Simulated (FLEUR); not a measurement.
# Energy mapping worked by hand: Fe3Ge

Can a spin model with one coupling foretell the energy of a further order of Fe3Ge?

Method: PBEsol; all-electron FLAPW, Dirac cores, scalar-relativistic bands, in FLEUR MaX-R8.1.

### 1. The starting structure

It takes space group Pm-3m (No. 221, cubic). The conventional cell has a = 3.661 Å, b = 3.661 Å, c = 3.661 Å, α = 90.00°, β = 90.00°, γ = 90.00°. Nearest to Fe lie 4 Ge at 2.59 Å and 8 Fe at 2.59 Å. Ge has 12 Fe at 2.59 Å nearest. Farther neighbours are not listed.

The cell comes from a database of computed structures and need not be the stable phase.

### 2. The parallel order

All energies count from this run.

inpgen writes inp.xml from crystal.txt; cutoffs, mixing, functional, smearing and local orbitals are then set in the file. The k list default-1 (kpts.xml, not shown) is a Γ-centred 8×8×8 mesh; where the ranks do not divide the number of points, some are split in two of half the weight.

File inp.xml:

```
<?xml version="1.0" encoding="UTF-8" standalone="no"?>
<fleurInput fleurInputVersion="0.39">
   <comment>
      Fe3Ge
   </comment>
   <calculationSetup>
      <cutoffs Kmax="3.6" Gmax="10.8" GmaxXC="10.8" numbands="0"/>
      <scfLoop itmax="90" minDistance="0.00002" maxIterBroyd="15" imix="Anderson" alpha="0.05" precondParam="0.0" spinf="2.0" sdNocoIR="T"/>
      <coreElectrons ctail="T" frcor="F" kcrel="0" coretail_lmax="0"/>
      <xcFunctional name="PBEs" relativisticCorrections="F"/>
      <magnetism jspins="2"/>
      <soc l_soc="F" theta="0.0" phi="0.0" spav="F"/>
      <expertModes spex="0" secvar="F"/>
      <geometryOptimization l_f="F" forcealpha="1.0" forcemix="BFGS" epsdisp="0.00001" epsforce="0.00001"/>
      <ldaU l_linMix="F" mixParam="0.05" spinf="1.0"/>
   </calculationSetup>
   <cell>
      <bzIntegration valenceElectrons="62.0" mode="hist" fermiSmearingEnergy="0.00183747">
         <kPointListSelection listName="default-1"/>
         <xi:include xmlns:xi="http://www.w3.org/2001/XInclude" href="kpts.xml"> </xi:include>
      </bzIntegration>
      <xi:include xmlns:xi="http://www.w3.org/2001/XInclude" href="sym.xml"> </xi:include>
      <bulkLattice scale="1.0">
         <bravaisMatrix>
            <row-1>    6.9173434617558840     0.0000000000000000     0.0000000000000000</row-1>
            <row-2>    0.0000000000000000     6.9173434617558840     0.0000000000000000</row-2>
            <row-3>    0.0000000000000000     0.0000000000000000     6.9173434617558840</row-3>
         </bravaisMatrix>
      </bulkLattice>
   </cell>
   <atomSpecies>
      <species name="Iron (Fe) 2.800" element="Fe" atomicNumber="26">
         <mtSphere radius="2.38" gridPoints="787" logIncrement="0.016"/>
         <atomicCutoffs lmax="8" lnonsphr="6"/>
         <electronConfig flipSpins="F">
            <coreConfig>(1s1/2) (2s1/2) (2p1/2) (2p3/2)</coreConfig>
            <valenceConfig>(3s1/2) (3p1/2) (3p3/2) (4s1/2) (3d3/2) (3d5/2)</valenceConfig>
            <stateOccupation state="(3d3/2)" spinUp="1.4" spinDown="1.0"/>
            <stateOccupation state="(3d5/2)" spinUp="3.0" spinDown="0.6"/>
         </electronConfig>
         <energyParameters s="4" p="4" d="3" f="4"/>
         <lo type="SCLO" l="0" n="3" eDeriv="0"/>
         <lo type="SCLO" l="1" n="3" eDeriv="0"/>
      </species>
      <species name="Germanium (Ge)" element="Ge" atomicNumber="32">
         <mtSphere radius="2.38" gridPoints="787" logIncrement="0.016"/>
         <atomicCutoffs lmax="8" lnonsphr="6"/>
         <electronConfig flipSpins="F">
            <coreConfig>(1s1/2) (2s1/2) (2p1/2) (2p3/2) (3s1/2) (3p1/2) (3p3/2)</coreConfig>
            <valenceConfig>(4s1/2) (3d3/2) (3d5/2) (4p1/2) (4p3/2)</valenceConfig>
            <stateOccupation state="(4p1/2)" spinUp="0.333333" spinDown="0.333333"/>
            <stateOccupation state="(4p3/2)" spinUp="0.666667" spinDown="0.666667"/>
         </electronConfig>
         <energyParameters s="4" p="4" d="3" f="4"/>
      </species>
   </atomSpecies>
   <atomGroups>
      <atomGroup species="Iron (Fe) 2.800">
         <relPos label="                   1">.0000000000 1.000/2.000 1.000/2.000</relPos>
         <relPos label="                   2">1.000/2.000 1.000/2.000 .0000000000</relPos>
         <relPos label="                   3">1.000/2.000 .0000000000 1.000/2.000</relPos>
         <force calculate="T" relaxXYZ="TTT"/>
      </atomGroup>
      <atomGroup species="Germanium (Ge)">
         <relPos label="                   4">.0000000000 .0000000000 .0000000000</relPos>
         <force calculate="T" relaxXYZ="TTT"/>
      </atomGroup>
   </atomGroups>
   <output dos="F" band="F" slice="F">
      <bandDOS minEnergy="-.5*Htr" maxEnergy="0.5*Htr" sigma="0.015" storeEVData="T"/>
      <plotting iplot="0" polar="F">
         <plot TwoD="T" vec1="  1.0  0.0  0.0" vec2="  0.0  1.0  0.0" vec3="  0.0  0.0  1.0" zero="  0.0  0.0  0.0" file="plot"/>
      </plotting>
      <moessbauerParams electricFieldGradient="F" isomerShift="F" coreHyperfine="F" valenceHyperfine="F"/>
   </output>
</fleurInput>
```

File crystal.txt:

```
Fe3Ge
&input film=F cartesian=F /
3.66050052000  0.00000000000  0.00000000000
0.00000000000  3.66050052000  0.00000000000
0.00000000000  0.00000000000  3.66050052000
1.8897261246
1.0 1.0 1.0

4
26 0.00000000000  0.50000000000  0.50000000000 : 2.800
26 0.50000000000  0.50000000000  0.00000000000 : 2.800
26 0.50000000000  0.00000000000  0.50000000000 : 2.800
32 0.00000000000  0.00000000000  0.00000000000

&kpt div1=8 div2=8 div3=8 gamma=T /
```

Launch:

```
$ OMP_NUM_THREADS=1 inpgen -f crystal.txt > inpgen.log  # inp.xml is then edited as shown
$ OMP_NUM_THREADS=1 mpirun -n 4 fleur_MPI > fleur.log
```

Output:

```text
Welcome to FLEUR        (www.flapw.de)
      MaX-Release 8.1          (www.max-centre.eu)

 ========== k-point set info ==========
 Selected k-point list: default-1
 k-point list type: mesh
 0 x 0 x 0
 Number of k points: 36

 [... set-up left out ...]
 Iteration:     1   Distance:      12.18490684 me/bohr^3
 Iteration:     2   Distance:      11.64520950 me/bohr^3
 Iteration:     3   Distance:       6.79218219 me/bohr^3
 Iteration:     4   Distance:       4.11519767 me/bohr^3
 Iteration:     5   Distance:       3.56265967 me/bohr^3
[...]
<sumOfEigenvalues value="    -3405.6471425454">
               <coreElectrons value="-3362.2900779361"/>
               <valenceElectrons value="-43.3570646093"/>
            </sumOfEigenvalues>
         [... left out ...]
            <freeEnergy value="-5912.4921246912"/>
            <extrapolationTo0K value="-5912.4917148706"/>
         </totalEnergy>
         <densityConvergence units="me/bohr^3">
            <chargeDensity spin="1" distance="0.0000037309"/>
            <chargeDensity spin="2" distance="0.0000060680"/>
            <overallChargeDensity distance="0.0000077042"/>
            <spinDensity distance="0.0000064905"/>
         </densityConvergence>
      </iteration>
```

The job ended after 19 s (4 MPI ranks of AMD EPYC 9R14 (Zen 4), shared host; peak memory 0.24 GiB; 74 s of CPU time).

Spin moment in the muffin-tin sphere by atom:

```tsv
atom	spin moment in the muffin-tin sphere (μB)
Fe1	2.25
Fe2	2.25
Fe3	2.25
Ge4	-0.13
```

Numbers from this step:

| Quantity | Value |
| --- | --- |
| free energy | -160887.1069 eV |
| program's band gap on this mesh (in a metal only a level spacing) | 0.02034 eV |
| magnetization | 6.545 μB |
| final state | ferromagnetic, with opposed induced moments |

After 23 cycles the largest moment stands at 2.25 μB.

### 3. The orders used for the fit

The other orders were run with the same settings, on meshes that hold the same points. Free energies are divided by the number of Fe atoms; q is in fractions of the reciprocal vectors of the first run's cell.

```tsv
order	atoms	mesh	free energy (eV)	eV per Fe	largest moment (μB)
F +++	4	8×8×8	-160887.1069	-53629.0356	2.25
AF q=(0,1/2,1/2) +-+-+-	8	8×4×8	-321773.3859	-53628.8976	2.17
```

### 4. Counting neighbours

With E = −Σ J e_i·e_j over ordered pairs of unit vectors, turning a neighbour from parallel to opposed costs 2J a Fe atom. So an order lies 2 Σ n J over the parallel one, n being the opposed neighbours in each shell.

```tsv
shell	distance (Å)	neighbours	opposed in AF q=(0,1/2,1/2) +-+-+-	opposed in AF q=(0,0,1/2) +-+--+
J1	2.59	8	4	5.33333
J2	3.66	6	4	2
```

Only J1 is kept.

### 5. Solving

```
2 × 4 × J1 = +138.0 meV    (AF q=(0,1/2,1/2) +-+-+-)
J1 = +17.25 meV
```

### 6. The test

The couplings now give the orders that were left out:

```
2 × 5.33333 × (+17.25) = +184.0 meV    (AF q=(0,0,1/2) +-+--+)
```

The runs themselves:

```tsv
order	atoms	mesh	free energy (eV)	eV per Fe	largest moment (μB)	over the parallel order (meV)	foretold (meV)
AF q=(0,0,1/2) +-+--+	8	8×8×4	-321773.0713	-53628.8452	2.11	+190.4	+184.0
```

### 7. Mean-field temperature

```
gain of F +++ over disorder = (8 − 2 × 0) × (+17.25) = 138.0 meV
T = 2 × 138.0 / (3 × 0.08617) = 1068 K
```

### 8. What came out

- effective coupling of the reversed pairs, counted on J1 (Fe–Fe at 2.59 Å): 17.2 meV
- largest miss on the orders left out: 6.4 meV
- mean-field ordering temperature: 1068 K

The model misses the order left out by 6.4 meV, 3.4 % of the largest distance from the parallel order, so it holds on this test. The largest moments of the orders differ by 6.6 % of the greatest. One difference fixes one number: it sums all reversed shells and need not be the coupling of the nearest one, even in sign. Mean field overstates the temperature of the model, and classical spins understate it for small quantum spins, by up to the factor (S+1)/S.

[Logs and program files are shortened in this print: banners, set-up blocks, solver, clock and traceback lines can be left out without a mark of their own.]

[Logs are printed without paths, hosts, clocks, repeated set-up lines and the standing remarks that a program may print on its own settings, such as how far it seeks lower states.]

[Hosts, paths, dates, database ids (printed as entryN), source tags and the programs' standing remarks are cut or masked in the printed files.]

[Where a cell is said to come from a database of computed structures, the database is the Materials Project.]
